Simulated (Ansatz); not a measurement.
## RbSbS3 (model cell, started as cubic perovskite with Sb in the octahedra): a soft mode frozen in

Which phase does RbSbS3 (model cell, started as cubic perovskite with Sb in the octahedra) fall into along its unstable mode, and how much energy does it gain?

Calculated with Ansatz 0.2.0; DFT PBEsol, scalar-relativistic, plane waves, PAW; PAW set soft_1.

The structure was built from a prototype and need not be the compound's stable phase.

## (1) The starting structure

The structure is cubic, space group Pm-3m (No. 221). Conventional cell: a = 5.071 Å, b = 5.071 Å, c = 5.071 Å, α = 90.00°, β = 90.00°, γ = 90.00°. Nearest to Rb lie 12 S at 3.59 Å. Sb has 6 S at 2.54 Å nearest. Nearest to S lie 2 Sb at 2.54 Å and 4 Rb at 3.59 Å. Farther neighbours and most contacts between anions are not listed.

## (2) The dispersion

The cell comes from relaxations at this level that are not shown. Stability and thermal properties need the whole zone. Linear response on a 2×2×2 q mesh gives force constants as far as a supercell of that size would.

Input file input.yaml:

```yaml
crystal:
  lattice:
    - [5.0714313962, 0.0, 0.0]
    - [0.0, 5.0714313962, 0.0]
    - [0.0, 0.0, 5.0714313962]
  atoms:
    - { symbol: Rb, position: [0.0, 0.0, 0.0] }
    - { symbol: Sb, position: [0.5, 0.5, 0.5] }
    - { symbol: S, position: [0.5, 0.5, 0.0] }
    - { symbol: S, position: [0.5, 0.0, 0.5] }
    - { symbol: S, position: [0.0, 0.5, 0.5] }
kpoints:
  mp_grid: { grid: [8, 8, 8] }
hamiltonian:
  xc: pbesol
  pseudopotentials: { kind: paw, azcp: { folder: soft_1 }, xc_functional: pbe }
scf:
  occupations: { method: methfessel_paxton, width: 0.2 }
output:
  eigenvalues: true
phonons:
  method: dfpt
  qmesh: [2, 2, 2]
  temperatures: { t_max: 1000, t_step: 50 }
  qpath:
    path:
      - [[0.0, 0.0, 0.0], [0.0, 0.5, 0.0], [0.5, 0.5, 0.0], [0.0, 0.0, 0.0], [0.5, 0.5, 0.5], [0.0, 0.5, 0.0]]
      - [[0.5, 0.5, 0.5], [0.5, 0.5, 0.0]]
    npoints: 10
```

Command:

```console
$ ansatz run input.yaml --threads 8 --pin off --max-ram 16384MiB --backend cpu --events-out ev --progress --plain --runs-dir out
```

Numbers of over 12 decimals in the logs are rounded to 6 here.

What it wrote:

```text
Engine: ansatz 0.2.0, aarch64-unknown-linux-gnu
Pseudopotentials: kind: paw
Pseudopotential: Rb, paw, valence charge 9, recommended cutoff 420 eV (normal), soft_1/Rb.paw.azcp
Pseudopotential: Sb, paw, valence charge 15, recommended cutoff 420 eV (normal), soft_1/Sb.paw.azcp
Pseudopotential: S, paw, valence charge 6, recommended cutoff 420 eV (normal), soft_1/S.paw.azcp
Functional definition: PBEsol
  exchange = pbesol_x
  correlation = pbesol_c
Crystal: 5 atoms, lattice volume = 130.434 Å³
Basis set: ecut = 420 eV, 2517 PW (Γ), exchange–correlation on 72×72×72 points (8 copies of the dense FFT grid, shifted against one another)
Bands: 26, of which v1, the nominal top of the filled ones, is band 21 counted from 1 (20 counted from 0)
Symmetry: 48 space group operations
k-points: 35 of 512
Non-local potential: Rb, projectors of the file, l = 0: 3, l = 1: 2, l = 2: 2
Non-local potential: Sb, projectors of the file, l = 0: 2, l = 1: 2, l = 2: 2, l = 3: 1
Non-local potential: S, projectors of the file, l = 0: 2, l = 1: 2, l = 2: 1
PAW form: soft (Blöchl's): semilocal exchange-correlation on the pseudo side does not see the compensation charge
PAW frozen core: Rb, regenerated for the run's functional, and the local potential with it (the file was generated under x = pbe(κ = 0.804, μ = 0.219515), c = pbe(β = 0.066725))
PAW frozen core: Sb, regenerated for the run's functional, and the local potential with it (the file was generated under x = pbe(κ = 0.804, μ = 0.219515), c = pbe(β = 0.066725))
PAW frozen core: S, regenerated for the run's functional, and the local potential with it (the file was generated under x = pbe(κ = 0.804, μ = 0.219515), c = pbe(β = 0.066725))
PAW one-centre angular grid: Rb, 110 points (default); XC on 64 Gauss nodes
PAW one-centre angular grid: Sb, 590 points (default); XC on 64 Gauss nodes
PAW one-centre angular grid: S, 110 points (default); XC on 64 Gauss nodes
Initial density: superposition of atomic densities (chi_scale 0.1, normalization cell, long waves kept (reshape's long-wave potential 0.00 eV rms))
Initial wavefunctions: pseudopotential atomic-orbital guess
Functional: x = pbesol(κ = 0.804, μ = 0.123457), c = pbesol(β = 0.046)
SCF iter   1: F=—  HF=-12282.881126 eV  |F-HF|=—  |Δ(HF+E_count)|=         —  Δρ=3.30e-2  dr2=3.92e0  ethr=3.10e-3  ⟨swp⟩=7.3  Hψ=4844  notcnv=0
preconditioner: auto → Kerker (q_TF=auto, 2.259 Å⁻¹)  [metal: Δε(μ)=0.035 eV  Ē_g=10.461 eV  σ=0.200 eV  W_gap=0.15  n_scr=26 (ndim 8)  ℏωp=17.8 eV  f_vac=0.000  D(μ)=2.54/eV (n_scr^D=18)]
SCF iter   2: F=—  HF=-12282.048637 eV  |F-HF|=—  |Δ(HF+E_count)|=   8.32e-1  S|Δr|=    0.00e0  Δρ=2.01e-2  dr2=1.81e0  ethr=3.10e-3  ⟨swp⟩=3.3  Hψ=1604  notcnv=0  defer=15
SCF iter   3: F=—  HF=-12281.386704 eV  |F-HF|=—  |Δ(HF+E_count)|=   6.62e-1  S|Δr|=    0.00e0  Δρ=6.89e-3  dr2=1.66e-1  ethr=3.10e-3  ⟨swp⟩=3.9  Hψ=2142  notcnv=0  defer=13
SCF iter   4: F=—  HF=-12281.328301 eV  |F-HF|=—  |Δ(HF+E_count)|=   5.84e-2  S|Δr|=    0.00e0  Δρ=2.80e-3  dr2=3.15e-2  ethr=3.94e-4  ⟨swp⟩=2.5  Hψ=1288  notcnv=0  defer=4
SCF iter   5: F=—  HF=-12281.317765 eV  |F-HF|=—  |Δ(HF+E_count)|=   1.05e-2  S|Δr|=    0.00e0  Δρ=9.26e-4  dr2=2.04e-3  ethr=7.51e-5  ⟨swp⟩=2.2  Hψ=1408  notcnv=0  defer=4
SCF iter   6: F=—  HF=-12281.318306 eV  |F-HF|=—  |Δ(HF+E_count)|=   5.41e-4  S|Δr|=    0.00e0  Δρ=3.84e-4  dr2=3.30e-4  ethr=4.86e-6  ⟨swp⟩=2.0  Hψ=1652  notcnv=0  defer=3
SCF iter   7: F=—  HF=-12281.318265 eV  |F-HF|=—  |Δ(HF+E_count)|=   4.11e-5  S|Δr|=    0.00e0  Δρ=6.22e-5  dr2=4.57e-6  ethr=7.86e-7  ⟨swp⟩=2.0  Hψ=1507  notcnv=0  defer=3
SCF iter   8: F=—  HF=-12281.318282 eV  |F-HF|=—  |Δ(HF+E_count)|=   1.71e-5  S|Δr|=    0.00e0  Δρ=1.54e-5  dr2=5.04e-7  ethr=1.09e-8  ⟨swp⟩=2.8  Hψ=1746  notcnv=0  defer=3
SCF iter   9: F=—  HF=-12281.318281 eV  |F-HF|=—  |Δ(HF+E_count)|=   1.08e-6  S|Δr|=    0.00e0  Δρ=4.39e-6  dr2=5.44e-8  ethr=1.20e-9  ⟨swp⟩=2.0  Hψ=1305  notcnv=0  defer=6
SCF iter  10: F=—  HF=-12281.318281 eV  |F-HF|=—  |Δ(HF+E_count)|=   3.14e-8  S|Δr|=    0.00e0  Δρ=1.17e-6  dr2=3.76e-9  ethr=1.30e-10  ⟨swp⟩=2.2  Hψ=1417  notcnv=0  defer=6
SCF iter  11: F=—  HF=-12281.318281 eV  |F-HF|=—  |Δ(HF+E_count)|=   2.91e-9  S|Δr|=    0.00e0  Δρ=3.09e-7  dr2=1.84e-10  ethr=8.96e-12  ⟨swp⟩=2.3  Hψ=1379  notcnv=0  defer=6
SCF iter  12: F=-12281.318281 eV  HF=-12281.318281 eV  |F-HF|=3.64e-12  |Δ(HF+E_count)|=  2.33e-10  S|Δr|=    0.00e0  Δρ=5.36e-8  dr2=4.33e-12  ethr=1.00e-12  ⟨swp⟩=10.7  Hψ=6825  notcnv=0
SCF 1 converged in 12 iterations: F = -12281.318281 eV  dr2 = 4.33e-12
  greatest PAW one-centre occupation: 0.997 electrons in one spin orbital (limit 2), on the Sb atom at site 1 (counted from 0), in its partial waves of l = 2
Initial density: read from a saved state, or passed on in memory by an earlier SCF of this step, an earlier step, the calling program or the single point that the run made first
iter 1 solved again at ethr=4.17e-7 eV; its pass at ethr=3.10e-3 eV (dr2=1.75e-4 eV) is discarded
SCF iter   1: F=—  HF=-12281.318286 eV  |F-HF|=—  |Δ(HF+E_count)|=         —  Δρ=8.51e-7  dr2=1.01e-9  ethr=4.17e-7  ⟨swp⟩=3.3  Hψ=7867  notcnv=0
eigensolver tolerance schedule: the retry pair's looser diagonalisation over-reported the residual by 173277.13 of it (diagonalisation noise at an unbounded share of the residual, at the tolerance the schedule requests for it); recorded, not acted on — ethr = c·dr2/N_el stays at c = 1.0e-1
preconditioner: auto → Kerker (q_TF=auto, 2.259 Å⁻¹)  [metal: Δε(μ)=0.046 eV  Ē_g=9.981 eV  σ=0.200 eV  W_gap=0.19  n_scr=26 (ndim 8)  ℏωp=17.8 eV  f_vac=0.009  D(μ)=3.58/eV (n_scr^D=26)]
SCF iter   2: F=—  HF=-12281.318281 eV  |F-HF|=—  |Δ(HF+E_count)|=   4.95e-6  S|Δr|=    0.00e0  Δρ=4.10e-7  dr2=1.93e-10  ethr=2.41e-12  ⟨swp⟩=4.9  Hψ=3205  notcnv=0
SCF iter   3: F=—  HF=-12281.318281 eV  |F-HF|=—  |Δ(HF+E_count)|=  5.64e-11  S|Δr|=    0.00e0  Δρ=2.67e-7  dr2=8.79e-11  ethr=1.00e-12  ⟨swp⟩=1.0  Hψ=910  notcnv=0
SCF iter   4: F=—  HF=-12281.318281 eV  |F-HF|=—  |Δ(HF+E_count)|=  1.82e-11  S|Δr|=    0.00e0  Δρ=1.53e-7  dr2=3.04e-11  ethr=1.00e-12  ⟨swp⟩=1.0  Hψ=910  notcnv=0
SCF iter   5: F=-12281.318281 eV  HF=-12281.318281 eV  |F-HF|=3.64e-12  |Δ(HF+E_count)|=  1.46e-11  S|Δr|=    0.00e0  Δρ=5.39e-8  dr2=4.33e-12  ethr=1.00e-12  ⟨swp⟩=4.4  Hψ=3556  notcnv=0
SCF 2 converged in 5 iterations: F = -12281.318281 eV  dr2 = 4.33e-12
phonons: the bands overlap, so this run is a metal and interpolates without the dipole-dipole term. If the crystal is really an insulator or semiconductor, its LO-TO splitting is missing
NSCF: frozen V_eff on 35 k-points
NSCF: frozen V_eff on 125 k-points
DFPT response loops at q = (0, 0, 0) (fractional): preconditioner auto → Kerker (q_TF=auto, 2.259 Å⁻¹) (partly filled bands, converged f_vac=0.009); β = 1.00, the filter's whole step (`scf.mixing.beta` (0.50) is not read by the response loops under this deck's `scf.mixing.preconditioner`; to damp them name `kerker` or `kerker_dos`, under which they read `scf.mixing.beta`, and type it under 1.00, their step now; both keys bind the ground state too); Broyden in place of MSR1
NSCF: frozen V_eff on 250 k-points
DFPT response loops at q = (0, 0, -0.5) (fractional): mixed as the last ones told, above
NSCF: frozen V_eff on 250 k-points
DFPT response loops at q = (0, -0.5, -0.5) (fractional): mixed as the last ones told, above
NSCF: frozen V_eff on 250 k-points
DFPT response loops at q = (-0.5, -0.5, -0.5) (fractional): mixed as the last ones told, above
SCF converged after 12 iterations
Stability not checked: this state was not tested for a lower state beside it, because cold or Methfessel-Paxton smearing, or corrected tetrahedra, fill the levels in a way that the test cannot read (fill_not_monotonic; see scf.lower_state_search)
Free energy (F): -12281.318281 eV
Harris-Foulkes:  -12281.318281 eV  (|F-HF|=3.64e-12)
Internal energy: -12281.320559 eV  (E = F + TS)
E sigma→0 (E₀):  -12281.318850 eV
Entropy (-TS):   0.002279 eV (0.456 meV/atom)
Fermi energy:    5.352366 eV
--- Per-component energies (eV) ---
  E_band       = -293.873927
  E_kinetic    = 658.676972
  E_local      = -2912.579718  (includes V_loc(G=0)·N_el)
  E_nonlocal   = 685.035889
  E_hartree    = 1083.949540
  E_xc         = -483.870953
  E_vxc        = -465.684206  (∫ρ·V_xc dr)
  E_paw        = -8818.040582  (= ΣΔE_a)
  E_vpaw       = -427.222025  (= ΣTr[D̂ρ^β])
  E_aug_tail   = 0.000114  (compensation charges beyond the density's cutoff)
  E_ewald      = -2495.133196
  E_core_change = 0.641374  (= ΣΔE_core)
  E_smearing   = 0.002279  (= −TS)
  E_closure    = 0.000000  (closes the sum)
  Σ components = -12281.318281   (vs F -12281.318281, Δ=0.00e0)
--- Band table (eV; the first three rows and the last of 35) ---
  k-point 0: bands = [... 17 lower, 4.6660, 4.6660, 4.8534, 4.8534, 4.8534, 9.9656, 10.5503, 10.5503, ... 1 higher]
  k-point 1: bands = [... 17 lower, 4.5984, 4.5993, 4.7738, 4.8057, 4.8057, 10.2181, 10.6221, 10.7927, ... 1 higher]
  k-point 2: bands = [... 17 lower, 4.4126, 4.4487, 4.6976, 4.7281, 4.7281, 10.7003, 10.8298, 10.9702, ... 1 higher]
  k-point 34: bands = [... 17 lower, 4.0075, 5.7565, 5.7565, 5.7565, 6.7422, 6.7422, 6.7422, 9.0167, ... 1 higher]
--- Phonons (Γ-DFPT): 4 representative perturbations + reference (Σ response iterations 12) ---
  ASR residual: 1.620e-5 → 0.000e0 eV/Å²; symmetrization residual: 1.615e-6 eV/Å²
  ASR residual per site (eV/Å²): 1.62e-5 1.35e-6 7.67e-6 7.67e-6 7.67e-6
  Γ frequencies (cm⁻¹): -79.32 -79.32 -79.32 -4.77 -4.77 -4.77 0.00 0.00 0.00 75.53 75.53 75.53 199.65 199.65 199.65
--- Phonons (arbitrary-q DFPT): 4 irreducible q on the 2×2×2 mesh ---
  q = [0.0000, 0.0000, 0.0000] (star 1, of the zone-centre solve; hermiticity 8.05e-7, symmetrization 1.95e-11): -79.32 -79.32 -79.32 -4.77 -4.77 -4.77 -0.00 -0.00 0.00 75.53 75.53 75.53 199.65 199.65 199.65
  q = [0.0000, 0.0000, -0.5000] (star 3, 9 solved perturbations in 975 linear systems a pass and spin channel, the states on 125 of 512 k-point pairs; hermiticity 1.05e-6, symmetrization 8.47e-12): -125.77 -111.96 -74.23 -74.23 -58.74 -58.74 51.84 51.84 64.05 64.94 64.94 150.16 212.13 212.13 243.24
  q = [0.0000, -0.5000, -0.5000] (star 3, 9 solved perturbations in 975 linear systems a pass and spin channel, the states on 125 of 512 k-point pairs; hermiticity 8.45e-7, symmetrization 1.35e-13): -120.31 -120.31 -73.81 -73.81 -53.25 -28.47 37.26 58.57 64.80 64.80 151.28 151.28 218.53 224.32 245.32
  q = [-0.5000, -0.5000, -0.5000] (star 1, 4 solved perturbations in 350 linear systems a pass and spin channel, the states on 125 of 512 k-point pairs; hermiticity 2.89e-7, symmetrization 1.48e-11): -71.59 -71.59 -71.59 -62.20 -62.20 -62.20 67.39 67.39 67.39 151.11 151.11 151.11 219.53 219.53 270.03
  sum rule: each row above includes the acoustic sum rule's correction from the zone centre's row sums; it moved no ω² by more than (0.26 cm⁻¹)²
  mesh force constants: q→R imaginary residual 2.72e-18; ASR residual 1.620e-5 → 0.000e0 eV/Å²; symmetrization residual 6.217e-15 eV/Å²
  interpolated dispersion: 62 rows × 15 modes
  density of states and harmonic sums: on the 12×12×12 q-mesh, interpolated from the force constants of a 2×2×2 supercell (no non-analytic term)
  largest difference from the sums on the solved wave vectors: F 6.50e-2 eV, S 9.71e-5 and C_V 3.23e-5 eV/K
  zero-point energy: 0.072775 eV/cell   skipped modes (ω ≤ 0): 507, of them read as no rigid motion or as one in doubt: 504 (6.000e0 modes/cell left out, lowest -125.77 cm⁻¹)   left out of the sums: 4.00e-1 of the cell's modes: C_V's classical limit lies that fraction below 3 k_B per atom; for a crystal, a wire or a layer, F and S can be off by more, and a phonons.interpolated_qmesh denser along its periods is the remedy for the sampling
```

Wall time 96 s (8 threads of Arm Neoverse V2, shared host); peak memory 1.4 GiB.

In the SCF lines HF is the Harris–Foulkes energy and dr2 the Hartree energy of the density residual, in eV; the loop may stop once dr2 is under the threshold and the program's other checks hold. Hψ counts applications of the Hamiltonian.

Numbers from this step:

* volume per atom: 26.09 Å³
* gap on the k-mesh: 0 eV
* sum-rule residual before enforcement: 1.62e-5 eV/Å²
* lowest frequency on the path: -125.8 cm⁻¹
* point group: m-3m
* highest frequency on the path or at a solved wavevector: 270.0 cm⁻¹
* highest optical mode at the zone centre (no LO-TO term): 199.7 cm⁻¹
* lowest optical zone-centre mode: -79.32 cm⁻¹
* lowest mode on the q mesh (acoustic modes at Γ apart): -125.8 cm⁻¹

Frequencies (cm⁻¹) solved at each irreducible wavevector; negative means imaginary. Frequencies by wavevector, by row:

| q in reciprocal lattice units | star | mode 1 | mode 2 | mode 3 | mode 4 | mode 13 | mode 14 | mode 15 |
| --- | --- | --- | --- | --- | --- | --- | --- | --- |
| 0 0 0 | 1 | -79.3 | -79.3 | -79.3 | -4.8 | 199.7 | 199.7 | 199.7 |
| 0 0 -0.5 | 3 | -125.8 | -112 | -74.2 | -74.2 | 212.1 | 212.1 | 243.2 |
| 0 -0.5 -0.5 | 3 | -120.3 | -120.3 | -73.8 | -73.8 | 218.5 | 224.3 | 245.3 |
| -0.5 -0.5 -0.5 | 1 | -71.6 | -71.6 | -71.6 | -62.2 | 219.5 | 219.5 | 270 |

Interpolated from a 2×2×2 q mesh. Phonon branches along the path, in cm⁻¹:

| point | branch 1 | branch 2 | branch 3 | branch 4 | branch 12 | branch 13 | branch 14 | branch 15 |
| --- | --- | --- | --- | --- | --- | --- | --- | --- |
| Γ | -79 | -79 | -79 | -5 | 76 | 200 | 200 | 200 |
| halfway | -94 | -89 | -77 | -77 | 109 | 206 | 206 | 222 |
| X | -126 | -112 | -74 | -74 | 150 | 212 | 212 | 243 |
| halfway | -120 | -91 | -90 | -74 | 151 | 215 | 221 | 242 |
| M | -120 | -120 | -74 | -74 | 151 | 218 | 224 | 245 |
| halfway | -92 | -91 | -80 | -76 | 110 | 210 | 218 | 228 |
| Γ | -79 | -79 | -79 | -5 | 76 | 200 | 200 | 200 |
| halfway | -83 | -83 | -80 | -78 | 111 | 218 | 218 | 238 |
| R | -72 | -72 | -72 | -62 | 151 | 220 | 220 | 270 |
| halfway | -98 | -90 | -84 | -80 | 152 | 217 | 222 | 250 |
| X | -126 | -112 | -74 | -74 | 150 | 212 | 212 | 243 |
| jump to R | -72 | -72 | -72 | -62 | 151 | 220 | 220 | 270 |
| halfway | -98 | -98 | -70 | -70 | 152 | 218 | 222 | 259 |
| M | -120 | -120 | -74 | -74 | 151 | 218 | 224 | 245 |

Symmetry leaves 4 wavevectors to solve. The lowest mode among them, the acoustic zeros apart, lies at q = (0, 0, -0.5) and is imaginary, 125.8i cm⁻¹, so the energy falls along it.

## (3) The mode frozen in, largest atomic shift 0 Å

The mode followed lies at q = (0, -0.5, -0.5) with frequency 120.3i cm⁻¹ and is 2-fold degenerate, one of the unstable modes though not the softest. At small amplitude the distorted cell has space group no. 65 by a symmetry search on the positions. The undistorted cell that holds it gives the zero of energy on the same k mesh.

System of this step: RbSbS3 (model cell, started as cubic perovskite with Sb in the octahedra). Symmetry: Pm-3m, No. 221, cubic system. Conventional cell: a = 5.071 Å, b = 5.071 Å, c = 5.071 Å, α = 90.00°, β = 90.00°, γ = 90.00°. Rb has 12 S at 3.59 Å nearest. Nearest to Sb lie 6 S at 2.54 Å. S has 2 Sb at 2.54 Å and 4 Rb at 3.59 Å nearest. Nearest to S lie 2 Sb at 2.54 Å and 4 Rb at 3.59 Å. Farther neighbours and most contacts between anions are not listed.

Input file input.yaml:

```yaml
crystal:
  lattice:
    - [-5.0714313962, 0.0, 0.0]
    - [0.0, -5.0714313962, -5.0714313962]
    - [0.0, -5.0714313962, 5.0714313962]
  atoms:
    - { symbol: Rb, position: [0.0, 0.5, 0.5] }
    - { symbol: Rb, position: [0.0, 1.0, 1.0] }
    - { symbol: Sb, position: [0.5, 0.0, 0.5] }
    - { symbol: Sb, position: [0.5, 0.5, 0.0] }
    - { symbol: S, position: [0.5, 0.75, 0.75] }
    - { symbol: S, position: [0.5, 0.25, 0.25] }
    - { symbol: S, position: [0.5, 0.75, 0.25] }
    - { symbol: S, position: [0.5, 0.25, 0.75] }
    - { symbol: S, position: [1.0, 0.0, 0.5] }
    - { symbol: S, position: [1.0, 0.5, 0.0] }
kpoints:
  mp_grid: { grid: [8, 6, 6] }
hamiltonian:
  xc: pbesol
  pseudopotentials: { kind: paw, azcp: { folder: soft_1 }, xc_functional: pbe }
scf:
  occupations: { method: methfessel_paxton, width: 0.2 }
output:
  forces: true
  stress: true
  eigenvalues: true
```

What it wrote:

```text
[...]
Crystal: 10 atoms, lattice volume = 260.869 Å³
Basis set: ecut = 420 eV, 5061 PW (Γ), exchange–correlation on 72×96×96 points (8 copies of the dense FFT grid, shifted against one another)
Bands: 52, of which v1, the nominal top of the filled ones, is band 42 counted from 1 (41 counted from 0)
Symmetry: 32 space group operations
[...]
k-points: 50 of 288
[...]
k-point 0: bands = [... 38 lower, 4.6715, 4.8539, 4.8557, 4.8557, 5.7224, 7.2850, 7.5367, 7.5367, ... 6 higher]
  k-point 1: bands = [... 38 lower, 4.6809, 4.7532, 4.8029, 4.8677, 5.5892, 6.2852, 8.0345, 8.6151, ... 6 higher]
  k-point 2: bands = [... 38 lower, 4.6568, 4.6593, 4.6621, 4.9535, 5.3494, 5.3562, 9.1407, 9.8282, ... 6 higher]
  k-point 49: bands = [... 38 lower, 3.9945, 3.9945, 5.7237, 5.7237, 7.2879, 7.2879, 7.5371, 7.5371, ... 6 higher]
[key lines of the parts left out:]
SCF converged after 9 iterations
Free energy (F): -24562.642996 eV
Fermi energy:    5.358997 eV
P = ⅓ Tr σ = -0.1194 GPa (-1.194 kbar)
```

It took 4.5 s on 8 threads; peak memory 1.1 GiB.

Numbers from this step:

```
pressure                         : -0.1194 GPa
energy from the undistorted cell : 0 meV/atom
```

The run ends at a pressure of -0.12 GPa.

## (4) The mode frozen in, largest atomic shift 0.45 Å

The atoms are moved along the unstable eigenvector, the largest shift by 0.45 Å, with the cell fixed.

input.yaml, the sections that differ from step 3:

```yaml
crystal:
  lattice:
    - [-5.0714313962, 0.0, 0.0]
    - [0.0, -5.0714313962, -5.0714313962]
    - [0.0, -5.0714313962, 5.0714313962]
  atoms:
    - { symbol: Rb, position: [0.0, 0.5028387742, 0.4971612258] }
    - { symbol: Rb, position: [0.0, 0.9971612258, 1.0028387742] }
    - { symbol: Sb, position: [0.5, -0.0050957288, 0.4949042712] }
    - { symbol: Sb, position: [0.5, 0.5050957288, 0.0050957288] }
    - { symbol: S, position: [0.5, 0.75, 0.75] }
    - { symbol: S, position: [0.5, 0.25, 0.25] }
    - { symbol: S, position: [0.5, 0.75, 0.25] }
    - { symbol: S, position: [0.5, 0.25, 0.75] }
    - { symbol: S, position: [1.0, 0.0443661725, 0.5443661725] }
    - { symbol: S, position: [1.0, 0.4556338275, -0.0443661725] }
# kpoints, hamiltonian, scf, output: as in step 3
```

What it wrote:

```text
[...]
Crystal: 10 atoms, lattice volume = 260.869 Å³
Basis set: ecut = 420 eV, 5061 PW (Γ), exchange–correlation on 72×96×96 points (8 copies of the dense FFT grid, shifted against one another)
Bands: 52, of which v1, the nominal top of the filled ones, is band 42 counted from 1 (41 counted from 0)
Symmetry: 8 space group operations
[...]
k-points: 65 of 288
[...]
k-point 0: bands = [... 38 lower, 4.7300, 4.8265, 4.9347, 5.0700, 5.7667, 7.1810, 7.5143, 7.5555, ... 6 higher]
  k-point 1: bands = [... 38 lower, 4.7285, 4.7804, 4.9204, 5.0113, 5.6271, 6.3930, 7.8662, 8.6172, ... 6 higher]
  k-point 2: bands = [... 38 lower, 4.6994, 4.7825, 4.8541, 4.9954, 5.3918, 5.5925, 8.9817, 9.7581, ... 6 higher]
  k-point 64: bands = [... 38 lower, 4.2781, 4.4522, 5.4625, 5.6999, 6.7802, 6.9351, 7.6703, 7.7846, ... 6 higher]
[key lines of the parts left out:]
SCF converged after 11 iterations
Free energy (F): -24562.786468 eV
Fermi energy:    5.428936 eV
P = ⅓ Tr σ = -0.2225 GPa (-2.225 kbar)
```

The job ended after 6.5 s (8 threads; peak memory 1.2 GiB; 49 s of CPU time).

Numbers from this step:

| Quantity | Value |
| --- | --- |
| pressure | -0.2225 GPa |
| energy from the undistorted cell | -14.30 meV/atom |

The energy, extrapolated to zero smearing, is -14.30 meV/atom against the undistorted cell.

The run ends at a pressure of -0.22 GPa, with forces up to 0.18 eV/Å.

(Continued in part 2 of 3.)

[Logs are printed without paths, hosts, clocks, repeated set-up lines and the standing remarks that a program may print on its own settings, such as how far it seeks lower states.]

[Hosts, paths, dates, database ids (printed as entryN), source tags and the programs' standing remarks are cut or masked in the printed files.]
